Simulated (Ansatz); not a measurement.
# Electron scattering at the Σ3 (111) boundary in fcc Cu, starting shift (0, 0.5)

Wanted: what the Σ3 (111) boundary in fcc Cu, starting shift (0, 0.5) costs an interconnect.

Calculated with Ansatz 0.2.0; Ansatz plane-wave DFT, PBE, PAW files; relaxation of a bicrystal slab with its lowest layers held; PAW set soft_1, in the first sound run; inputs show where later runs differ.

### 1. Starting point

The cell holds 10 atoms: 10 Cu. Its edges and angles: a = 2.556 Å, b = 2.556 Å, c = 29.784 Å, α = 90.0°, β = 90.0°, γ = 120.0°. It derives from Cu. built on the (1 1 1) plane; 1 overlapping atoms removed and the grains opened by 0 Å. Vacuum lies along c.

### 2. Relaxing the bicrystal

The boundary is built by mirroring the lower grain in the boundary plane and removing any atoms that overlap. A thin bicrystal slab is relaxed first, with the lowest layers held and the upper grain free to shift and open.

Contents of input.yaml:

```yaml
crystal:
  lattice:
    - [2.5561627297, 0.0, 0.0]
    - [-1.2780813649, 2.2137018601, 0.0]
    - [0.0, 0.0, 29.7838831619]
  atoms:
    - { symbol: Cu, position: [0.6666666666, 0.3333333333, 0.1678760279] }
    - { symbol: Cu, position: [0.9999999999, 1.0, 0.2379507766] }
    - { symbol: Cu, position: [0.3333333333, 0.6666666666, 0.3080255254] }
    - { symbol: Cu, position: [0.6666666666, 0.3333333333, 0.3781002741] }
    - { symbol: Cu, position: [0.0, 0.0, 0.4481750228] }
    - { symbol: Cu, position: [0.6666666666, 0.8333333333, 0.5182497716] }
    - { symbol: Cu, position: [0.3333333333, 0.1666666666, 0.5883245203] }
    - { symbol: Cu, position: [0.9999999999, 0.5, 0.6583992691] }
    - { symbol: Cu, position: [0.6666666666, 0.8333333333, 0.7284740178] }
    - { symbol: Cu, position: [0.3333333332, 0.1666666666, 0.7985487665] }
kpoints:
  mp_grid: { grid: [10, 10, 1] }
hamiltonian:
  xc: pbe
  pseudopotentials: { kind: paw, azcp: { folder: soft_1 } }
scf:
  occupations: { method: fermi_dirac, width: 0.1 }
relax:
  f_tol: 0.03
  max_steps: 80
  constraints: [{ sites: [0, 1] }]
```

On the command line:

```bash
> ansatz run input.yaml --threads 4 --pin off --max-ram 15360MiB --backend cpu --events-out ev --progress --plain --runs-dir out
```

Numbers of over 12 decimals in the logs are rounded to 6 here.

Output:

```text
Engine: ansatz 0.2.0, aarch64-unknown-linux-gnu
Pseudopotentials: kind: paw
Pseudopotential: Cu, paw, valence charge 19, recommended cutoff 420 eV (normal), soft_1/Cu.paw.azcp
Functional definition: PBE
  parameter kappa = 0.804
  parameter beta = 0.066725
  exchange = pbe_x(kappa = kappa, mu = beta*pi^2/3)
  correlation = pbe_c(beta = beta)
Crystal: 10 atoms, lattice volume = 168.535 Å³
Basis set: ecut = 420 eV, 3357 PW (Γ), exchange–correlation on 36×36×400 points (8 copies of the dense FFT grid, shifted against one another)
Bands: 114, of which v1, the nominal top of the filled ones, is band 95 counted from 1 (94 counted from 0)
Symmetry: 2 space group operations
Space group: Cm (ITA 8), of the structure as read, at distance tolerance 5.5e-5 Å
k-points: 31 of 100 (time reversal used)
Non-local potential: Cu, projectors of the file, l = 0: 3, l = 1: 2, l = 2: 3, l = 3: 1
PAW form: soft (Blöchl's): semilocal exchange-correlation on the pseudo side does not see the compensation charge
PAW one-centre angular grid: Cu, 590 points (default); XC on 64 Gauss nodes
Initial density: superposition of atomic densities (neutral atoms: chi_scale 0, normalization atom)
Initial wavefunctions: pseudopotential atomic-orbital guess
Functional: x = pbe(κ = 0.804, μ = 0.219515), c = pbe(β = 0.066725)
SCF iter   1: F=—  HF=-66259.391466 eV  |F-HF|=—  |Δ(HF+E_count)|=         —  Δρ=2.21e-1  dr2=4.95e1  ethr=3.10e-3  ⟨swp⟩=5.7  Hψ=12412  notcnv=0  defer=87
preconditioner: auto → LDOS  [metal: Δε(μ)=0.008 eV  Ē_g=8.647 eV  σ=0.100 eV  W_gap=0.02  n_scr=26 (ndim 8)  ℏωp=30.0 eV  f_vac=0.285  D(μ)=5.16/eV (n_scr^D=22)  β→1.0]
SCF iter   2: F=—  HF=-66314.537800 eV  |F-HF|=—  |Δ(HF+E_count)|=    5.51e1  Δρ=4.55e-1  dr2=1.91e2  ethr=3.10e-3  ⟨swp⟩=4.0  Hψ=11572  notcnv=0  defer=259  recentre
SCF iter   3: F=—  HF=-66251.282897 eV  |F-HF|=—  |Δ(HF+E_count)|=    6.33e1  Δρ=5.75e-2  dr2=4.02e0  ethr=3.10e-3  ⟨swp⟩=4.0  Hψ=9538  notcnv=0  defer=268
SCF iter   4: F=—  HF=-66250.691713 eV  |F-HF|=—  |Δ(HF+E_count)|=   5.91e-1  Δρ=2.18e-2  dr2=4.36e-1  ethr=2.12e-3  ⟨swp⟩=2.1  Hψ=5955  notcnv=0  defer=257
SCF iter   5: F=—  HF=-66250.615101 eV  |F-HF|=—  |Δ(HF+E_count)|=   7.66e-2  Δρ=6.73e-3  dr2=5.68e-2  ethr=2.30e-4  ⟨swp⟩=2.0  Hψ=6156  notcnv=0  defer=257
SCF iter   6: F=—  HF=-66250.617235 eV  |F-HF|=—  |Δ(HF+E_count)|=   2.13e-3  Δρ=2.16e-3  dr2=5.13e-3  ethr=2.99e-5  ⟨swp⟩=2.0  Hψ=5020  notcnv=0  defer=256
SCF iter   7: F=—  HF=-66250.619014 eV  |F-HF|=—  |Δ(HF+E_count)|=   1.78e-3  Δρ=9.38e-4  dr2=6.87e-4  ethr=2.70e-6  ⟨swp⟩=2.0  Hψ=4945  notcnv=0  defer=256
SCF iter   8: F=—  HF=-66250.619829 eV  |F-HF|=—  |Δ(HF+E_count)|=   8.15e-4  Δρ=4.43e-4  dr2=4.56e-4  ethr=3.62e-7  ⟨swp⟩=2.2  Hψ=5204  notcnv=0  defer=256
SCF iter   9: F=—  HF=-66250.619811 eV  |F-HF|=—  |Δ(HF+E_count)|=   1.80e-5  Δρ=1.99e-4  dr2=1.78e-4  ethr=2.40e-7  ⟨swp⟩=2.0  Hψ=4097  notcnv=0  defer=256
SCF iter  10: F=—  HF=-66250.619805 eV  |F-HF|=—  |Δ(HF+E_count)|=   5.51e-6  Δρ=9.02e-5  dr2=2.86e-5  ethr=9.38e-8  ⟨swp⟩=1.6  Hψ=3700  notcnv=0  defer=256
SCF iter  11: F=-66250.619808 eV  HF=-66250.619807 eV  |F-HF|=5.02e-7  |Δ(HF+E_count)|=   2.12e-6  Δρ=2.48e-5  dr2=1.03e-6  ethr=1.18e-8  ⟨swp⟩=4.0  Hψ=10138  notcnv=0
SCF 1 converged in 11 iterations: F = -66250.619808 eV  dr2 = 1.03e-6
  greatest PAW one-centre occupation: 1.000 electrons in one spin orbital (limit 2), on the Cu atom at site 9 (counted from 0), in its partial waves of l = 0
relax step   1: F+E_penalty+E_count = -66250.61980791 eV  Δ(F+E_penalty+E_count) = +0.000e0 eV  max|allowed force component| = 1.139e0 eV/Å  Δτ_max = 0.0000 Å  (11 SCF iters, dr2 threshold 2.25e-5 eV, accepted)
Initial density: handed on by an earlier stage of this run
Initial wavefunctions: those handed on with the density
iter 1 solved again at ethr=1.53e-4 eV; its pass at ethr=3.10e-3 eV (dr2=2.90e-1 eV) is discarded
SCF iter   1: F=—  HF=-66250.808955 eV  |F-HF|=—  |Δ(HF+E_count)|=         —  Δρ=1.42e-2  dr2=2.41e-1  ethr=1.53e-4  ⟨swp⟩=1.5  Hψ=12803  notcnv=0  defer=258
preconditioner: auto → LDOS  [metal: Δε(μ)=0.016 eV  Ē_g=9.500 eV  σ=0.100 eV  W_gap=0.04  n_scr=26 (ndim 8)  ℏωp=30.0 eV  f_vac=0.283  D(μ)=3.78/eV (n_scr^D=18)  β→1.0]
SCF iter   2: F=—  HF=-66250.772720 eV  |F-HF|=—  |Δ(HF+E_count)|=   3.62e-2  Δρ=1.29e-2  dr2=1.61e-1  ethr=1.27e-4  ⟨swp⟩=2.1  Hψ=6244  notcnv=0  defer=258
SCF iter   3: F=—  HF=-66250.774668 eV  |F-HF|=—  |Δ(HF+E_count)|=   1.95e-3  Δρ=1.42e-2  dr2=2.29e-1  ethr=8.50e-5  ⟨swp⟩=2.3  Hψ=6454  notcnv=0  defer=258
SCF iter   4: F=—  HF=-66250.742263 eV  |F-HF|=—  |Δ(HF+E_count)|=   3.24e-2  Δρ=6.24e-3  dr2=3.87e-2  ethr=8.50e-5  ⟨swp⟩=1.9  Hψ=4717  notcnv=0  defer=259
SCF iter   5: F=—  HF=-66250.733962 eV  |F-HF|=—  |Δ(HF+E_count)|=   8.30e-3  Δρ=1.21e-3  dr2=1.36e-3  ethr=2.03e-5  ⟨swp⟩=2.0  Hψ=4784  notcnv=0  defer=259
SCF iter   6: F=—  HF=-66250.733594 eV  |F-HF|=—  |Δ(HF+E_count)|=   3.68e-4  Δρ=3.36e-4  dr2=2.21e-4  ethr=7.18e-7  ⟨swp⟩=2.6  Hψ=6254  notcnv=0  defer=259
SCF iter   7: F=—  HF=-66250.733580 eV  |F-HF|=—  |Δ(HF+E_count)|=   1.38e-5  Δρ=1.79e-4  dr2=1.25e-4  ethr=1.16e-7  ⟨swp⟩=2.0  Hψ=4843  notcnv=0  defer=259
SCF iter   8: F=-66250.733559 eV  HF=-66250.733577 eV  |F-HF|=1.74e-5  |Δ(HF+E_count)|=   3.85e-6  Δρ=9.59e-5  dr2=1.64e-5  ethr=4.27e-8  ⟨swp⟩=3.0  Hψ=11917  notcnv=0
SCF 2 converged in 8 iterations: F = -66250.733559 eV  dr2 = 1.64e-5
  greatest PAW one-centre occupation: 1.000 electrons in one spin orbital (limit 2), on the Cu atom at site 0 (counted from 0), in its partial waves of l = 0
relax step   2: F+E_penalty+E_count = -66250.73355919 eV  Δ(F+E_penalty+E_count) = -1.138e-1 eV  max|allowed force component| = 5.524e-1 eV/Å  Δτ_max = 0.1070 Å  (8 SCF iters, dr2 threshold 8.11e-5 eV, accepted)
SCF iter   1: F=—  HF=-66251.017589 eV  |F-HF|=—  |Δ(HF+E_count)|=         —  Δρ=2.24e-2  dr2=7.96e-1  ethr=2.54e-3  ⟨swp⟩=5.0  Hψ=9335  notcnv=0  defer=201
preconditioner: auto → LDOS  [metal: Δε(μ)=0.022 eV  Ē_g=9.473 eV  σ=0.100 eV  W_gap=0.05  n_scr=26 (ndim 8)  ℏωp=30.0 eV  f_vac=0.283  D(μ)=3.78/eV (n_scr^D=18)  β→1.0]
SCF iter   2: F=—  HF=-66250.990255 eV  |F-HF|=—  |Δ(HF+E_count)|=   2.73e-2  Δρ=2.42e-2  dr2=5.28e-1  ethr=4.19e-4  ⟨swp⟩=2.0  Hψ=7080  notcnv=0  defer=257
SCF iter   3: F=—  HF=-66250.940298 eV  |F-HF|=—  |Δ(HF+E_count)|=   5.00e-2  Δρ=2.09e-2  dr2=5.51e-1  ethr=2.78e-4  ⟨swp⟩=2.0  Hψ=6307  notcnv=0  defer=257
SCF iter   4: F=—  HF=-66250.880639 eV  |F-HF|=—  |Δ(HF+E_count)|=   5.97e-2  Δρ=1.05e-2  dr2=1.11e-1  ethr=2.78e-4  ⟨swp⟩=1.3  Hψ=4061  notcnv=0  defer=257
SCF iter   5: F=—  HF=-66250.857622 eV  |F-HF|=—  |Δ(HF+E_count)|=   2.30e-2  Δρ=2.30e-3  dr2=4.70e-3  ethr=5.82e-5  ⟨swp⟩=2.0  Hψ=5204  notcnv=0  defer=257
SCF iter   6: F=—  HF=-66250.856353 eV  |F-HF|=—  |Δ(HF+E_count)|=   1.27e-3  Δρ=2.12e-4  dr2=2.52e-4  ethr=2.48e-6  ⟨swp⟩=2.0  Hψ=5816  notcnv=0  defer=257
SCF iter   7: F=—  HF=-66250.856480 eV  |F-HF|=—  |Δ(HF+E_count)|=   1.27e-4  Δρ=4.34e-4  dr2=4.72e-4  ethr=1.33e-7  ⟨swp⟩=2.5  Hψ=6499  notcnv=0  defer=257
SCF iter   8: F=—  HF=-66250.856473 eV  |F-HF|=—  |Δ(HF+E_count)|=   7.28e-6  Δρ=2.97e-4  dr2=1.23e-4  ethr=1.33e-7  ⟨swp⟩=2.0  Hψ=4875  notcnv=0  defer=257
SCF iter   9: F=-66250.856450 eV  HF=-66250.856455 eV  |F-HF|=4.82e-6  |Δ(HF+E_count)|=   1.80e-5  Δρ=4.12e-5  dr2=5.32e-6  ethr=1.00e-8  ⟨swp⟩=3.0  Hψ=13091  notcnv=0
SCF 3 converged in 9 iterations: F = -66250.856450 eV  dr2 = 5.32e-6
relax step   3: F+E_penalty+E_count = -66250.85644988 eV  Δ(F+E_penalty+E_count) = -1.229e-1 eV  max|allowed force component| = 1.355e-1 eV/Å  Δτ_max = 0.1945 Å  (9 SCF iters, dr2 threshold 1.91e-5 eV, accepted)
[...]
relax step   4: F+E_penalty+E_count = -66250.87857906 eV  Δ(F+E_penalty+E_count) = -2.213e-2 eV  max|allowed force component| = 1.855e-2 eV/Å  Δτ_max = 0.1477 Å  (9 SCF iters, dr2 threshold 1.15e-6 eV, accepted)
[...]
relax step   5: F+E_penalty+E_count = -66250.87858011 eV  Δ(F+E_penalty+E_count) = -1.051e-6 eV  max|allowed force component| = 1.850e-2 eV/Å  Δτ_max = 0.0000 Å  (4 SCF iters, accepted)
[...]
relax step   6: F+E_penalty+E_count = -66250.88671883 eV  Δ(F+E_penalty+E_count) = -8.139e-3 eV  max|allowed force component| = 1.918e-2 eV/Å  Δτ_max = 0.1843 Å  (11 SCF iters, accepted)
[...]
relax step   7: F+E_penalty+E_count = -66250.89126457 eV  Δ(F+E_penalty+E_count) = -4.546e-3 eV  max|allowed force component| = 1.236e-2 eV/Å  Δτ_max = 0.1949 Å  (11 SCF iters, accepted)
SCF iter   1: F=—  HF=-66250.962611 eV  |F-HF|=—  |Δ(HF+E_count)|=         —  Δρ=1.28e-2  dr2=2.38e-1  ethr=2.39e-3  ⟨swp⟩=4.4  Hψ=8089  notcnv=0  defer=257
preconditioner: auto → LDOS  [metal: Δε(μ)=0.042 eV  Ē_g=9.503 eV  σ=0.100 eV  W_gap=0.10  n_scr=26 (ndim 8)  ℏωp=30.0 eV  f_vac=0.284  D(μ)=3.68/eV (n_scr^D=18)  β→1.0]
SCF iter   2: F=—  HF=-66250.899514 eV  |F-HF|=—  |Δ(HF+E_count)|=   6.31e-2  Δρ=4.05e-3  dr2=4.57e-2  ethr=1.25e-4  ⟨swp⟩=2.1  Hψ=7025  notcnv=0  defer=269
SCF iter   3: F=—  HF=-66250.894004 eV  |F-HF|=—  |Δ(HF+E_count)|=   5.51e-3  Δρ=3.21e-3  dr2=1.12e-2  ethr=2.41e-5  ⟨swp⟩=2.0  Hψ=5195  notcnv=0  defer=269
SCF iter   4: F=—  HF=-66250.892119 eV  |F-HF|=—  |Δ(HF+E_count)|=   1.88e-3  Δρ=5.91e-4  dr2=5.78e-4  ethr=5.88e-6  ⟨swp⟩=2.1  Hψ=5247  notcnv=0  defer=269
SCF iter   5: F=—  HF=-66250.892128 eV  |F-HF|=—  |Δ(HF+E_count)|=   8.66e-6  Δρ=2.41e-4  dr2=8.33e-5  ethr=3.04e-7  ⟨swp⟩=2.8  Hψ=5337  notcnv=0  defer=269
SCF iter   6: F=—  HF=-66250.892127 eV  |F-HF|=—  |Δ(HF+E_count)|=   1.04e-6  Δρ=4.68e-5  dr2=1.48e-5  ethr=4.38e-8  ⟨swp⟩=2.0  Hψ=5260  notcnv=0  defer=269
SCF iter   7: F=—  HF=-66250.892128 eV  |F-HF|=—  |Δ(HF+E_count)|=   1.34e-6  Δρ=4.30e-5  dr2=2.89e-6  ethr=7.78e-9  ⟨swp⟩=2.0  Hψ=4563  notcnv=0  defer=269
SCF iter   8: F=—  HF=-66250.892128 eV  |F-HF|=—  |Δ(HF+E_count)|=   1.91e-7  Δρ=2.48e-5  dr2=3.05e-6  ethr=1.52e-9  ⟨swp⟩=2.1  Hψ=5191  notcnv=0  defer=269
SCF iter   9: F=—  HF=-66250.892128 eV  |F-HF|=—  |Δ(HF+E_count)|=   4.59e-8  Δρ=1.89e-5  dr2=2.38e-6  ethr=1.52e-9  ⟨swp⟩=1.8  Hψ=3474  notcnv=0  defer=269
SCF iter  10: F=—  HF=-66250.892128 eV  |F-HF|=—  |Δ(HF+E_count)|=   8.29e-9  Δρ=1.36e-5  dr2=7.16e-7  ethr=1.25e-9  ⟨swp⟩=1.0  Hψ=3322  notcnv=0  defer=269
SCF iter  11: F=-66250.892128 eV  HF=-66250.892128 eV  |F-HF|=1.80e-8  |Δ(HF+E_count)|=   3.07e-8  Δρ=3.49e-6  dr2=2.90e-8  ethr=5.26e-11  ⟨swp⟩=3.2  Hψ=12994  notcnv=0
SCF 8 converged in 11 iterations: F = -66250.892128 eV  dr2 = 2.90e-8
relax step   8: F+E_penalty+E_count = -66250.89212798 eV  Δ(F+E_penalty+E_count) = -8.634e-4 eV  max|allowed force component| = 1.038e-2 eV/Å  Δτ_max = 0.1051 Å  (11 SCF iters, accepted)
SCF converged after 11 iterations
Free energy (F): -66250.892128 eV
Harris-Foulkes:  -66250.892128 eV  (|F-HF|=1.80e-8)
Internal energy: -66250.770731 eV  (E = F + TS)
E sigma→0 (E₀):  -66250.831429 eV
Entropy (-TS):   -0.121397 eV (-12.140 meV/atom)
Fermi energy:    10.072228 eV
--- Per-component energies (eV) ---
  E_band       = -4852.605870
  E_kinetic    = 2615.671088
  E_local      = -305422.745362  (includes V_loc(G=0)·N_el)
  E_nonlocal   = 8903.908934
  E_hartree    = 148679.896939
  E_xc         = -687.643059
  E_vxc        = -887.709643  (∫ρ·V_xc dr)
  E_paw        = -18153.965983  (= ΣΔE_a)
  E_vpaw       = -7421.530166  (= ΣTr[D̂ρ^β])
  E_aug_tail   = 0.009762  (compensation charges beyond the density's cutoff)
  E_ewald      = 97814.096950
  E_smearing   = -0.121397  (= −TS)
  E_closure    = -0.000000  (closes the sum)
  Σ components = -66250.892128   (vs F -66250.892128, Δ=0.00e0)
--- Forces (eV/Å), atoms counted from 1 ---
  atom   1  Cu    -0.00001790    -0.00001034     0.01965284
  atom   2  Cu     0.00556981     0.00321573    -0.02292595
  atom   3  Cu    -0.00163726    -0.00094527     0.00104730
  atom   4  Cu    -0.00361740    -0.00208851     0.00075880
  atom   5  Cu    -0.00420467    -0.00242757     0.00997150
  atom   6  Cu    -0.00003220    -0.00001859    -0.01037593
  atom   7  Cu     0.00243648     0.00140670     0.00100544
  atom   8  Cu     0.00168779     0.00097445    -0.00031877
  atom   9  Cu     0.00053777     0.00031048     0.00063215
  atom  10  Cu    -0.00067809    -0.00039150     0.00059427
  max |Σ_I F_I| component: 4.43e-5 eV/Å
--- Relaxed structure (8 steps of the walk, 8 accepted, 0 SCFs on fresh bases) ---
  F+E_penalty+E_count = -66250.89212798 eV   max|allowed force component| = 1.038e-2 eV/Å
  atoms:
    - { symbol: Cu, position: [0.6666666666, 0.3333333333, 0.1678760279] }
    - { symbol: Cu, position: [1.000000, 1.000000, 0.237951] }
    - { symbol: Cu, position: [0.336834, 0.668417, 0.307747] }
    - { symbol: Cu, position: [0.672749, 0.336374, 0.377967] }
    - { symbol: Cu, position: [0.00615008, 0.00307504, 0.448014] }
    - { symbol: Cu, position: [0.336606, 0.668303, 0.518588] }
    - { symbol: Cu, position: [0.000522427, 0.000261214, 0.588840] }
    - { symbol: Cu, position: [0.666190, 0.333095, 0.659028] }
    - { symbol: Cu, position: [0.333039, 0.666519, 0.728809] }
    - { symbol: Cu, position: [0.000234243, 0.000117121, 0.798673] }
```

Wall time 2.4 min (4 threads of Arm Neoverse V1, shared host); peak memory 0.93 GiB; 9.7 min of CPU time.

Relaxation path:

```tsv
step	energy less that of the first step (eV)	largest force component (eV/Å)
1	0.0000	1.1390
2	-0.1138	0.5524
3	-0.2366	0.1355
4	-0.2588	0.0186
5	-0.2588	0.0185
6	-0.2669	0.0192
7	-0.2715	0.0124
8	-0.2723	0.0104
```

Forces are held to the 2 operations that the run works with; a distortion that breaks them can't arise in this run.

The atoms that moved most (Å):

```tsv
atom	dx	dy	dz	length
Cu8	-0.640	-0.369	0.019	0.739
Cu9	-0.640	-0.369	0.010	0.739
Cu10	-0.639	-0.369	0.004	0.737
Cu7	-0.638	-0.368	0.015	0.737
Cu6	-0.633	-0.365	0.010	0.731
Cu5	0.012	0.007	-0.005	0.014
Cu4	0.012	0.007	-0.004	0.014
Cu3	0.007	0.004	-0.008	0.011
```

Final coordinates:

```cif
data_structure
_symmetry_space_group_name_H-M 'P 1'
_symmetry_Int_Tables_number 1
_cell_length_a 2.5562
_cell_length_b 2.5562
_cell_length_c 29.7839
_cell_angle_alpha 90.000
_cell_angle_beta 90.000
_cell_angle_gamma 120.000
_cell_volume 168.53
loop_
_atom_site_label
_atom_site_type_symbol
_atom_site_fract_x
_atom_site_fract_y
_atom_site_fract_z
_atom_site_occupancy
Cu1 Cu 0.66667 0.33333 0.16788 1
Cu2 Cu 0.00000 0.00000 0.23795 1
Cu3 Cu 0.33683 0.66842 0.30775 1
Cu4 Cu 0.67275 0.33637 0.37797 1
Cu5 Cu 0.00615 0.00308 0.44801 1
Cu6 Cu 0.33661 0.66830 0.51859 1
Cu7 Cu 0.00052 0.00026 0.58884 1
Cu8 Cu 0.66619 0.33310 0.65903 1
Cu9 Cu 0.33304 0.66652 0.72881 1
Cu10 Cu 0.00023 0.00012 0.79867 1
```

Numbers from this step:

| Item | Value |
| --- | --- |
| free energy | -66250.8921 eV |
| energy at zero smearing | -66250.8314 eV |
| Fermi energy | 10.07 eV |

The largest force component on a free atom ends at 0.010 eV/Å, under the tolerance of 0.03, after 8 steps.

[end of part 1 of 3]

[Logs are printed without paths, hosts, clocks, repeated set-up lines and the standing remarks that a program may print on its own settings, such as how far it seeks lower states.]

[Hosts, paths, dates, database ids (printed as entryN), source tags and the programs' standing remarks are cut or masked in the printed files.]
